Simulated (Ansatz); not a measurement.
**MgH2 (P4_2/mnm): how G0W0 depends on its starting point**

How much of the starting functional survives in the G0W0 gap of MgH2 (P4_2/mnm)?

Calculated with Ansatz 0.2.0; G0W0 on several functionals, plane waves, PAW.

In doubt: masses and optical values from hybrid runs of this build are listed as unsure (steps 3, 4), which bears on the screening that GW takes from such a start.

### 1. The starting structure

Symmetry: P4_2/mnm, No. 136, tetragonal system. Conventional cell: a = 4.517 Å, b = 4.517 Å, c = 3.021 Å, α = 90.00°, β = 90.00°, γ = 90.00°. Nearest to Mg lie 6 H at 1.95 Å. Nearest to H lie 3 Mg at 1.95 Å. Farther neighbours are not listed.

The cell and positions come from the Crystallography Open Database and are kept as given unless a step says otherwise.

### 2. G0W0 on PBE

Now the one-shot GW correction: screening in the RPA, then the self-energy of the levels asked for. This step takes hard PAW files.

This step: G0W0 on PBE, plane waves, PAW.

Contents of input.yaml:

```yaml
crystal:
  lattice:
    - [4.5168, 0.0, 0.0]
    - [0.0, 4.5168, 0.0]
    - [0.0, 0.0, 3.0205]
  atoms:
    - { symbol: Mg, position: [0.0, 0.0, 0.0] }
    - { symbol: Mg, position: [0.5, 0.5, 0.5] }
    - { symbol: H, position: [0.306, 0.306, 0.0] }
    - { symbol: H, position: [0.194, 0.806, 0.5] }
    - { symbol: H, position: [0.694, 0.694, 0.0] }
    - { symbol: H, position: [0.806, 0.194, 0.5] }
kpoints:
  mp_grid: { grid: [4, 4, 6] }
hamiltonian:
  xc: pbe
  pseudopotentials: { kind: paw, source: ansatz }
scf:
  occupations: { method: fixed }
gw:
  n_empty_bands: 366
  ecut_chi: 190.0
  qp_bands: [v2, c2]
  qp_kpoints: band_edges
  screening: { model: contour_deformation }
```

The run is started by

```sh
$ ansatz run input.yaml --threads 4 --pin off --max-ram 138240MiB --backend cuda --events-out ev --progress --plain --runs-dir out --devices 1 --max-vram 26GiB
```

Numbers of over 12 decimals in the logs are rounded to 6 here.

Log:

```text
GPUs: using 1 of 1 available (devices: 1).
Engine: ansatz 0.2.0, x86_64-unknown-linux-gnu
Pseudopotentials: kind: paw
Pseudopotential: Mg, paw, valence charge 10, recommended cutoff 620 eV (normal), Mg.paw.azcp
Pseudopotential: H, paw, valence charge 1, recommended cutoff 800 eV (normal), H.paw.azcp
Functional definition: PBE
  parameter kappa = 0.804
  parameter beta = 0.066725
  exchange = pbe_x(kappa = kappa, mu = beta*pi^2/3)
  correlation = pbe_c(beta = beta)
device memory: the entry about to start is reckoned to put 1.0 GiB on a device that reports 42.5 GiB free (of which the cap on the GPU budget leaves the run 26.0 GiB)
GPU FFT provider: cuFFT
GPU libraries: cuBLAS 13.8.2, cuFFT 12.4.0, cuSOLVER 12.3.4
Crystal: 6 atoms, lattice volume = 61.623 Å³
Basis set: ecut = 800 eV, 3153 PW (Γ)
Bands: 18, of which v1, the nominal top of the filled ones, is band 12 counted from 1 (11 counted from 0)
Symmetry: 16 space group operations
Space group: P42/mnm (ITA 136), of the structure as read, at distance tolerance 3.9e-5 Å
k-points: 24 of 96
Non-local potential: Mg, projectors of the file, l = 0: 2, l = 1: 3, l = 2: 1, l = 3: 1
Non-local potential: H, projectors of the file, l = 0: 2, l = 1: 1, l = 2: 1
PAW form: soft (Blöchl's): semilocal exchange-correlation on the pseudo side does not see the compensation charge
PAW one-centre angular grid: Mg, 194 points (default); XC on 64 Gauss nodes
PAW one-centre angular grid: H, 110 points (default); XC on 64 Gauss nodes
Initial density: superposition of atomic densities (chi_scale 0.1, normalization cell, long waves kept (reshape's long-wave potential 0.00 eV rms))
Initial wavefunctions: pseudopotential atomic-orbital guess
GPU buffer pool allocated for 60750 grid points (all kernels)
GPU transforms: local potential and band sums: pruned to the plane-wave sphere, on 45×45×27
Functional: x = pbe(κ = 0.804, μ = 0.219515), c = pbe(β = 0.066725)
SCF iter   1: F=—  HF=-3913.310600 eV  |F-HF|=—  |Δ(HF+E_count)|=         —  Δρ=7.92e-2  dr2=3.31e0  ethr=3.10e-3  ⟨swp⟩=3.9  Hψ=1918  notcnv=0  defer=82
preconditioner: auto → none  [insulator: Δε(μ)=4.795 eV  Ē_g=10.544 eV  n_scr=10 (ndim 8)  ℏωp=13.4 eV  f_vac=0.000  ε∞_Penn≈2.6]
SCF iter   2: F=—  HF=-3912.337599 eV  |F-HF|=—  |Δ(HF+E_count)|=   9.73e-1  Δρ=2.52e-2  dr2=3.66e-1  ethr=3.10e-3  ⟨swp⟩=2.0  Hψ=780  notcnv=0  defer=83
SCF iter   3: F=—  HF=-3912.246089 eV  |F-HF|=—  |Δ(HF+E_count)|=   9.15e-2  Δρ=2.62e-3  dr2=1.51e-3  ethr=1.52e-3  ⟨swp⟩=2.0  Hψ=532  notcnv=0  defer=92
SCF iter   4: F=—  HF=-3912.248325 eV  |F-HF|=—  |Δ(HF+E_count)|=   2.24e-3  Δρ=7.68e-4  dr2=1.32e-4  ethr=6.29e-6  ⟨swp⟩=2.6  Hψ=550  notcnv=0  defer=96
SCF iter   5: F=—  HF=-3912.248565 eV  |F-HF|=—  |Δ(HF+E_count)|=   2.40e-4  Δρ=2.27e-5  dr2=1.93e-7  ethr=5.51e-7  ⟨swp⟩=2.0  Hψ=528  notcnv=0  defer=96
SCF iter   6: F=-3912.248565 eV  HF=-3912.248565 eV  |F-HF|=6.50e-9  |Δ(HF+E_count)|=   2.51e-7  Δρ=3.09e-6  dr2=4.75e-9  ethr=4.17e-10  ⟨swp⟩=8.2  Hψ=1884  notcnv=0
SCF 1 converged in 6 iterations: F = -3912.248565 eV  dr2 = 4.75e-9
  greatest PAW one-centre occupation: 0.986 electrons in one spin orbital (limit 2), on the Mg atom at site 1 (counted from 0), in its partial waves of l = 0
device memory: the entry about to start is reckoned to put 1.0 GiB (of the 1.1 GiB reckoned in all, the device holds 0.1 GiB already) on a device that reports 42.3 GiB free (of which the cap on the GPU budget leaves the run 25.9 GiB)
NSCF: frozen V_eff on 24 k-points, pencils in batches of 32, up to order 72
the band table was solved once the SCF had ended and its energy, with any forces and stress, was formed, with the checks that follow a solve (2173 applications of the Hamiltonian). They found nothing against the state; the energy, forces and stress were not computed again (output.eigenvalues in the input reference)
device memory: the entry about to start is reckoned to put 6.3 GiB on a device that reports 42.5 GiB free (of which the cap on the GPU budget leaves the run 26.0 GiB)
NSCF: frozen V_eff on 24 k-points
G₀W₀ screening: q 1/24
[... further progress lines ...]
SCF converged after 6 iterations
Free energy (F): -3912.248565 eV
Harris-Foulkes:  -3912.248565 eV  (|F-HF|=6.50e-9)
Internal energy: -3912.248565 eV  (E = F + TS)
E sigma→0 (E₀):  -3912.248565 eV
Fermi energy:    1.710160 eV
--- Per-component energies (eV) ---
  E_band       = -753.846974
  E_kinetic    = 436.602189
  E_local      = -3279.002082  (includes V_loc(G=0)·N_el)
  E_nonlocal   = -207.493285
  E_hartree    = 1259.455552
  E_xc         = -147.879708
  E_vxc        = -191.059279  (∫ρ·V_xc dr)
  E_paw        = -554.796058  (= ΣΔE_a)
  E_vpaw       = -31.802545  (= ΣTr[D̂ρ^β])
  E_aug_tail   = -0.000129  (compensation charges beyond the density's cutoff)
  E_ewald      = -1419.135044
  E_smearing   = -0.000000  (= −TS)
  E_closure    = -0.000000  (closes the sum)
  Σ components = -3912.248565   (vs F -3912.248565, Δ=0.00e0)
--- Band table (eV; the first three rows and the last of 24) ---
  k-point 0: bands = [... 8 lower, -4.6494, 0.3387, 0.3387, 1.2693, 6.5058, 6.8519, 10.8793, 10.8793, ... 2 higher]
  k-point 1: bands = [... 8 lower, -4.2358, 0.6069, 0.6069, 1.2499, 6.9599, 6.9618, 9.9437, 11.0626, ... 2 higher]
  k-point 2: bands = [... 8 lower, -3.0398, 0.5389, 1.2633, 1.2633, 6.8705, 8.3291, 9.6111, 9.7040, ... 2 higher]
  k-point 23: bands = [... 8 lower, -0.1307, -0.1307, 0.8374, 0.8374, 5.6125, 5.6125, 5.9428, 5.9428, ... 2 higher]
--- G₀W₀: contour deformation, 6 samples at zero and on the imaginary axis and 1 off it, 96 q-points, 366 empty bands' worth ---
  eigenvalues of the whole cell's RPA ε∞ on this k-mesh (on a slab, of 1 + 4πα/V) = 3.6594, 3.6594, 3.6723; static W/v taken at q = 0 is 0.272951
  bands read: the sum over 378 bands ends inside a degenerate multiplet in 1 slot, whose members it reads at an even weight; the widest, k=0: bands 378 to 379 (counted from 1) at 1/2 each
  gw.qp_kpoints: band_edges: 17 of 24 stored k-points solved, in 1 pass; an edge of the gap read off the rows below is read off those points alone
    valence top: of the k-points left out ik 18 came nearest to being solved in a further pass, in band 12 (counted from 1, as in the quasiparticle table): it holds the edge there only if its correction is more favourable than any solved in that band by at least 0.715 eV; those differ by 0.138 eV
    conduction bottom: of the k-points left out ik 18 came nearest to being solved in a further pass, in band 13 (counted from 1, as in the quasiparticle table): it holds the edge there only if its correction is more favourable than any solved in that band by at least 0.722 eV; those differ by 0.348 eV
    ik  band        ε_KS         Σx   Σc(E_QP)       V_xc       Z   E_QP_lin       E_QP  E_QP is
     0    11      0.3387   -15.4103     2.6106   -11.2564  0.7515    -1.2509    -1.2047  root
     0    12      1.2693   -15.0620     2.0507   -11.6090  0.7639    -0.1638    -0.1330  root
     0    13      6.5058    -2.8998    -3.5748    -6.8214  0.8189     6.8539     6.8526  root
     0    14      6.8519    -5.9581    -3.7134   -10.2359  0.8018     7.4196     7.4161  root
     1    11      0.6069   -15.3562     2.5014   -11.3214  0.7548    -0.9696    -0.9266  root
     1    12      1.2499   -15.2456     2.1373   -11.6731  0.7627    -0.2183    -0.1855  root
     1    13      6.9599    -5.9215    -3.8164   -10.3683  0.8035     7.5947     7.5903  root
     1    14      6.9618    -2.8135    -3.6509    -6.8227  0.8168     7.3215     7.3200  root
     2    11      1.2633   -15.3145     2.2586   -11.5448  0.7617    -0.2849    -0.2478  root
     2    12      1.2633   -15.3145     2.2586   -11.5448  0.7617    -0.2849    -0.2478  root
     2    13      6.8705    -5.5239    -3.9525   -10.1707  0.8075     7.5705     7.5648  root
     2    14      8.3291    -2.5673    -3.8784    -6.8270  0.8084     8.7124     8.7104  root
     3    11      1.6909   -15.4035     2.1355   -11.7629  0.7650     0.1517     0.1859  root
     3    12      1.6909   -15.4035     2.1355   -11.7629  0.7650     0.1517     0.1859  root
     3    13      8.0076    -5.5865    -4.1547   -10.4355  0.7954     8.7087     8.7019  root
     3    14      8.0076    -5.5865    -4.1547   -10.4355  0.7954     8.7087     8.7019  root
     4    11      0.6056   -15.3618     2.5066   -11.3191  0.7548    -0.9737    -0.9304  root
     4    12      1.7102   -15.2734     2.0847   -11.7101  0.7660     0.1988     0.2315  root
     4    13      6.5051    -4.5827    -3.6660    -8.7626  0.8115     7.0218     7.0190  root
     4    14      8.2268    -3.9489    -3.9378    -8.3716  0.8010     8.7149     8.7117  root
     5    11      0.8433   -15.3337     2.4142   -11.3920  0.7575    -0.7249    -0.6842  root
     5    12      1.6921   -15.3254     2.1089   -11.7301  0.7655     0.1725     0.2057  root
     5    13      6.9293    -4.5293    -3.7662    -8.8361  0.8093     7.4732     7.4699  root
     5    14      8.5420    -4.1681    -3.9982    -8.6735  0.7978     9.0529     9.0493  root
[...]
19    11      0.7832   -14.8873     2.3224   -11.0659  0.7585    -0.7550    -0.7158  root
    19    12      0.7832   -14.8873     2.3224   -11.0659  0.7585    -0.7550    -0.7158  root
    19    13      5.9910    -4.8157    -3.6402    -8.9638  0.8097     6.5017     6.4989  root
    19    14      5.9910    -4.8157    -3.6402    -8.9638  0.8097     6.5017     6.4989  root
    23    11      0.8374   -15.0527     2.3931   -11.1194  0.7583    -0.7442    -0.7029  root
    23    12      0.8374   -15.0527     2.3931   -11.1194  0.7583    -0.7442    -0.7029  root
    23    13      5.6125    -5.2675    -3.6603    -9.5169  0.8116     6.2051     6.2015  root
    23    14      5.6125    -5.2675    -3.6603    -9.5169  0.8116     6.2051     6.2015  root
```

Run time: 31 s. Hardware: 1 × NVIDIA H100 80GB HBM3 (shared by 3 runs) with 4 threads of AMD EPYC 7R13 (Zen 3), shared host; peak memory 2 GiB.

Numbers from this step:

```
bands summed                                 : 378
RPA ε∞ on this mesh (eigenvalues)            : 3.659, 3.659, 3.672
plane waves in the screening matrix          : 359
q-points in the mesh                         : 96
G0W0 gap on the mesh                         : 5.970 eV
k of the valence top                         : 0, 0.25, 0
k of the conduction bottom                   : -0.5, -0.5, -0.5
starting gap on the mesh                     : 3.902 eV
Z at the valence top                         : 0.7660
Z at the conduction bottom                   : 0.8116
least direct G0W0 gap on the computed points : 6.753 eV
```

The gap on the mesh goes from 3.90 eV to 5.97 eV, a correction of +2.07 eV. Between the two edge states, bare exchange in place of the xc potential would open the gap by 7.81 eV, and correlation takes back 5.75 eV.

### 3. G0W0 on HSE06

One-shot GW remembers its start. Another functional's orbitals and levels show by how much.

This step: G0W0 on HSE06, plane waves, PAW.

Changes to input.yaml since step 2:

```diff
@@ -15,3 +15,3 @@
 hamiltonian:
-  xc: pbe
+  xc: hse06
   pseudopotentials: { kind: paw, source: ansatz }
```

Log:

```text
GPUs: using 1 of 1 available (devices: 1).
[...]
davidson cushion auto → on  (no smearing: the cushion is to keep the highest requested band from converging to the state above it; pin scf.eigensolver.cushion to override)
[...]
GPU FFT provider: cuFFT
GPU libraries: cuBLAS 13.8.2, cuFFT 12.4.0, cuSOLVER 12.3.4
Crystal: 6 atoms, lattice volume = 61.623 Å³
Basis set: ecut = 800 eV, 3153 PW (Γ)
Bands: 18, of which v1, the nominal top of the filled ones, is band 12 counted from 1 (11 counted from 0)
[... 1 set-up line as in the run before ...]
[...]
k-points: 24 of 96
[...]
GPU buffer pool allocated for 60750 grid points (all kernels)
[...]
SCF iter   1: F=—  HF=-3913.298718 eV  |F-HF|=—  |Δ(HF+E_count)|=         —  Δρ=7.97e-2  dr2=3.34e0  ethr=1.00e-1  ⟨swp⟩=7.2  Hψ=1606  notcnv=0
[...]
SCF iter   4: F=-3912.248324 eV  HF=-3912.248069 eV  |F-HF|=2.55e-4  |Δ(HF+E_count)|=   2.22e-3  Δρ=8.55e-4  dr2=1.67e-4  ethr=6.75e-6  ⟨swp⟩=3.2  Hψ=1208  notcnv=0  defer=2
SCF 1 stopped early in 4 iterations: F = -3912.248324 eV  dr2 = 1.67e-4
[...]
GPU FFT provider: cuFFT
GPU libraries: cuBLAS 13.8.2, cuFFT 12.4.0, cuSOLVER 12.3.4
[...]
GPU buffer pool allocated for 60750 grid points (all kernels)
[...]
Free energy (F): -3913.136364 eV
Frozen-core exchange: fock
[...]
Internal energy: -3913.136364 eV  (E = F + TS)
E sigma→0 (E₀):  -3913.136364 eV
Fermi energy:    0.958773 eV
[...]
--- Band table (eV; the first three rows and the last of 24) ---
  k-point 0: bands = [... 8 lower, -6.0408, -0.5607, -0.5607, 0.5360, 6.7617, 7.2443, 11.4374, 11.4374]
  k-point 1: bands = [... 8 lower, -5.5793, -0.2617, -0.2617, 0.4884, 7.2373, 7.3920, 10.4582, 11.6226]
  k-point 2: bands = [... 8 lower, -4.2467, -0.3180, 0.4625, 0.4625, 7.3401, 8.6605, 10.1109, 10.2002]
  k-point 23: bands = [... 8 lower, -1.0739, -1.0739, -0.0130, -0.0130, 5.9787, 5.9787, 6.2253, 6.2253]
  guard bands above this table: 2 of the run's 18 bands. The solve was not asked for them (output.publish_guard_bands: true or output.eigenvalues: true publishes all)
[...]
0    11     -0.5607   -15.4333     2.2074   -12.1270  0.7847    -1.6759    -1.6596  root
     0    12      0.5360   -15.1843     1.7710   -12.3588  0.7950    -0.5309    -0.5185  root
     0    13      6.7617    -2.8491    -3.3813    -6.5441  0.8416     7.0762     7.0754  root
     0    14      7.2443    -5.6890    -3.5336    -9.6756  0.8280     7.6991     7.6974  root
     1    11     -0.2617   -15.3882     2.1195   -12.1643  0.7876    -1.3817    -1.3661  root
     1    12      0.4884   -15.3401     1.8378   -12.4324  0.7941    -0.5945    -0.5815  root
     1    13      7.2373    -2.7658    -3.4467    -6.5255  0.8398     7.5511     7.5503  root
     1    14      7.3920    -5.6766    -3.6141    -9.7823  0.8290     7.8856     7.8836  root
[...]
23    11     -0.0130   -15.1028     2.0370   -11.9438  0.7905    -1.1506    -1.1349  root
    23    12     -0.0130   -15.1028     2.0370   -11.9438  0.7905    -1.1506    -1.1349  root
    23    13      5.9787    -5.0627    -3.4722    -9.0220  0.8356     6.4678     6.4658  root
    23    14      5.9787    -5.0627    -3.4722    -9.0220  0.8356     6.4678     6.4658  root
```

Wall time 68 s (1 × NVIDIA H100 80GB HBM3 (shared by 3 runs) with 4 threads); peak memory 2.5 GiB; 1.7 min of CPU time.

Numbers from this step:

```
bands summed                                 : 378
RPA ε∞ on this mesh (eigenvalues)            : 3.111, 3.111, 3.118
plane waves in the screening matrix          : 359
q-points in the mesh                         : 96
G0W0 gap on the mesh                         : 6.620 eV
k of the valence top                         : 0, 0.25, 0
k of the conduction bottom                   : -0.5, -0.5, -0.5
starting gap on the mesh                     : 5.020 eV
Z at the valence top                         : 0.7970
Z at the conduction bottom                   : 0.8356
least direct G0W0 gap on the computed points : 7.419 eV
```

Against the run with 4×4×6 mesh, 366 empty bands, screening to 190 eV, hard PAW files on PBE, the gap moves by +0.65 eV, while the start moved by +1.12 eV.

### 4. G0W0 on PBE0

This step: G0W0 on PBE0, plane waves, PAW.

Changes to input.yaml since step 3:

```diff
@@ -15,3 +15,3 @@
 hamiltonian:
-  xc: hse06
+  xc: pbe0
   pseudopotentials: { kind: paw, source: ansatz }
```

Log:

```text
GPUs: using 1 of 1 available (devices: 1).
[...]
GPU FFT provider: cuFFT
GPU libraries: cuBLAS 13.8.2, cuFFT 12.4.0, cuSOLVER 12.3.4
Crystal: 6 atoms, lattice volume = 61.623 Å³
Basis set: ecut = 800 eV, 3153 PW (Γ)
Bands: 18, of which v1, the nominal top of the filled ones, is band 12 counted from 1 (11 counted from 0)
[... 1 set-up line as in the run before ...]
[...]
k-points: 24 of 96
[...]
1    13      7.5684    -2.7656    -3.3339    -6.1929  0.8501     7.6620     7.6619  root
     1    14      7.7613    -5.6570    -3.5017    -9.4009  0.8400     8.0040     8.0036  root
[...]
23    11     -0.4042   -15.1032     1.8867   -12.3309  0.8048    -1.2979    -1.2898  root
    23    12     -0.4042   -15.1032     1.8867   -12.3309  0.8048    -1.2979    -1.2898  root
    23    13      6.3347    -5.0499    -3.3635    -8.6574  0.8461     6.5792     6.5787  root
    23    14      6.3347    -5.0499    -3.3635    -8.6574  0.8461     6.5792     6.5787  root
[key lines of the parts left out:]
Free energy (F): -3913.489508 eV
Fermi energy:    0.575972 eV
```

It took 66 s on 1 × NVIDIA H100 80GB HBM3 (shared by 3 runs) with 4 threads; peak memory 2.5 GiB.

This step gave:

```
bands summed                                 : 378
RPA ε∞ on this mesh (eigenvalues)            : 2.933, 2.933, 2.942
plane waves in the screening matrix          : 359
G0W0 gap on the mesh                         : 6.871 eV
k of the valence top                         : 0, 0.25, 0
k of the conduction bottom                   : -0.5, -0.5, -0.5
starting gap on the mesh                     : 5.759 eV
least direct G0W0 gap on the computed points : 7.668 eV
```

Against the run with 4×4×6 mesh, 366 empty bands, screening to 190 eV, hard PAW files on HSE06, the gap moves by +0.25 eV, while the start moved by +0.74 eV.

### 5. Side by side

All on the 4×4×6 mesh with 366 empty bands and screening to 190 eV. Times are wall times on 1 × NVIDIA H100 80GB HBM3 (shared by 3 runs) with 4 threads of AMD EPYC 7R13 (Zen 3), shared host, good to a factor of about two.

```tsv
start	starting gap (eV)	shift (eV)	G0W0 gap (eV)	RPA ε∞ (harmonic mean)	Z (valence, conduction)	time
PBE	3.90	+2.07	5.97	3.66	0.77, 0.81	31 s
HSE06	5.02	+1.60	6.62	3.11	0.80, 0.84	68 s
PBE0	5.76	+1.11	6.87	2.94	0.81, 0.85	66 s
```

How the two edges are built up, in eV (the quasiparticle level is the starting level plus Σx plus Σc less Vxc):

```tsv
run	edge	start	Σx	Σc	Vxc	Z	QP
PBE	valence top	1.71	-15.27	2.08	-11.71	0.77	0.23
PBE	conduction bottom	5.61	-5.27	-3.66	-9.52	0.81	6.20
HSE06	valence top	0.96	-15.35	1.79	-12.45	0.80	-0.15
HSE06	conduction bottom	5.98	-5.06	-3.47	-9.02	0.84	6.47
PBE0	valence top	0.58	-15.35	1.65	-12.83	0.81	-0.29
PBE0	conduction bottom	6.33	-5.05	-3.36	-8.66	0.85	6.58
```

For a hybrid start, Vxc holds its share of exact exchange.

### 6. Summary of results

* G0W0@PBE: 5.97 eV (start 3.90 eV)
* G0W0@HSE06: 6.62 eV (start 5.02 eV)
* G0W0@PBE0: 6.87 eV (start 5.76 eV)
* known limits: not at the basis limit

The starting gaps span 1.86 eV and the G0W0 gaps 0.90 eV. Between PBE and PBE0, 0.90 eV of the 1.86 eV survives, 49 %. PBE0 screens less than PBE (ε∞ 2.94 against 3.66). Of the 0.90 eV by which its G0W0 gap is higher, the correlation part gives +0.73 eV, and exchange with the one-particle terms, which follow the orbitals, +0.17 eV. The smallest correction, +1.11 eV, is on PBE0, the start nearest to reproducing itself. Bands and cutoff are finite, so the gap is not at the basis limit. The miss can reach some tenths of an eV and take either sign; the mesh is an error of its own.

[Paths, hosts, dates, memory and timing lines, banners, echoed tables and standing remarks are left out of the program output.]

[Logs are printed without paths, hosts, clocks, repeated set-up lines and the standing remarks that a program may print on its own settings, such as how far it seeks lower states.]

[Runs of the session that timed out or met a known fault of the program may be left out.]

[Cells called generated may have been cut or substituted from an entry of the Crystallography Open Database or the Materials Project.]

[Hosts, paths, dates, database ids (printed as entryN), source tags and the programs' standing remarks are cut or masked in the printed files.]
